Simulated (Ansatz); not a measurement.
# Direct or indirect: ZnCu2SnS4 (I-4)

```xyz
8
Lattice="-2.7171 2.7171 5.4248 2.7171 -2.7171 5.4248 2.7171 2.7171 -5.4248" Properties=species:S:1:pos:R:3 pbc="T T T"
Sn    0.0000    0.0000    5.4248
Zn    2.7171    0.0000    2.7124
Cu    0.0000    2.7171    2.7124
Cu    0.0000    0.0000    0.0000
S     1.3944    1.3922    4.0338
S    -1.3922    1.3944    6.8158
S     1.3227    1.3249   -1.3910
S     4.1093    1.3227    1.3910
```

Method: Ansatz, PBE, independent particles, without spin-orbit coupling, line width 0.15 eV (Gaussian). The band structure gives a fundamental gap of 0.29 eV. The spectrum of vertical transitions near the edge:

```csv
E (eV),"Im ε, E ∥ xy","Im ε, E ∥ z"
0.00,0.00,0.00
0.12,0.01,0.08
0.24,0.14,0.51
0.36,0.66,1.36
0.48,1.46,2.00
0.60,2.01,2.23
0.72,2.26,2.29
0.84,2.41,2.33
0.96,2.55,2.38
1.08,2.75,2.49
1.20,3.06,2.74
1.32,3.67,3.35
1.44,5.05,4.36
1.56,7.05,5.68
1.68,7.64,6.50
```

Is the gap direct or indirect, and about where do vertical transitions set in?

Direct: the band path has its least direct gap at the fundamental one, 0.29 eV, and the curves rise from there. Lines are broadened by 0.15 eV, which spreads the edge.

[Logs are printed without paths, hosts, clocks, repeated set-up lines and the standing remarks that a program may print on its own settings, such as how far it seeks lower states.]
